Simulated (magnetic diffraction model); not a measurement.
# Moment size from magnetic intensity in BeFe4Ge6

Space group I-42m (no. 121), a = 5.9720 Å, c = 8.5370 Å.

| site | atom | x | y | z |
| --- | --- | --- | --- | --- |
| 4c | Ge | 1/2 | 0 | 0 |
| 8i | Ge | 0.3281 | 0.6719 | 0.2116 |
| 8i | Fe | 0.1771 | 0.8229 | 0.4177 |
| 2a | Be | 0 | 0 | 0 |

This is a made-up structure (elements placed in a structure type, unrelaxed), so the numbers test the method and describe no known phase.

Only Fe is taken to order (form factors of Fe2+); orders and moment sizes are assumed, and not adapted to the symmetry. Radiation: neutrons of λ = 1.8 Å, 3° to 65°; isotropic B of 0.69 Å² (Ge), 0.67 Å² (Fe) and 0.89 Å² (Be). Simulated constant-wavelength pattern: nuclear and magnetic terms add, the magnetic one as |2.695 fm × Σ f S⊥ exp(2πi Q·r) exp(−B s²)|², summed over all Q at one angle with the factor 1/(sin²θ cos θ). For collinear order S is the moment m, which repeats by lattice and centring translations R with the sign exp(−2πi k·R). Free-ion form factors, Sears's scattering lengths of 1992, no absorption; a label names one of the reflections at its angle. The strongest nuclear line in the range is 100, and lines under 0.2 are left out.

In a first state the assumed order is k = (0 0 0), collinear moments along [111], 1.76 μB on Fe; signs + at (0.1771, 0.8229, 0.4177), − at (0.8229, 0.1771, 0.4177), + at (0.6771, 0.6771, 0.0823), + at (0.3229, 0.3229, 0.0823), with this pattern:

| 2θ (°) | index | nuclear | magnetic |
| --- | --- | --- | --- |
| 21.20 | (1 0 1) | 16.6 | 7.4 |
| 24.34 | (0 0 2) | 6.1 | 1.0 |
| 24.61 | (1 1 0) | 2.1 | 3.5 |
| 34.89 | (1 1 2) | 19.2 | 2.1 |
| 35.08 | (2 0 0) | 8.3 | 1.1 |
| 41.02 | (1 0 3) | 13.2 | 1.0 |
| 41.35 | (2 1 1) | 37.3 | 2.1 |
| 43.16 | (2 0 2) | 31.1 | 1.1 |
| 49.88 | (0 0 4) | 4.5 | 0.1 |
| 50.46 | (2 2 0) | 33.6 | 0.5 |
| 55.05 | (2 1 3) | 100.0 | 0.7 |
| 55.32 | (3 0 1) | 55.9 | 0.5 |
| 56.39 | (1 1 4) | 55.5 | 0.3 |
| 56.79 | (2 2 2) | 13.9 | 0.5 |
| 56.92 | (3 1 0) | 38.2 | 0.5 |
| 62.44 | (2 0 4) | 12.1 | 0.2 |
(The table stops after 16 lines; 1 more lie at higher angle.)

**Question.** Nearer the ordering temperature the line at 21.20° has total intensity 22.0 on the same scale, and all moments have shrunk alike. How large is the Fe moment?

The nuclear part, 16.6, stays, so the magnetic part is 5.4 against 7.4. It goes as m², so m = 1.76 × √(5.4/7.4) = 1.50 μB; the value used was 1.5 μB.
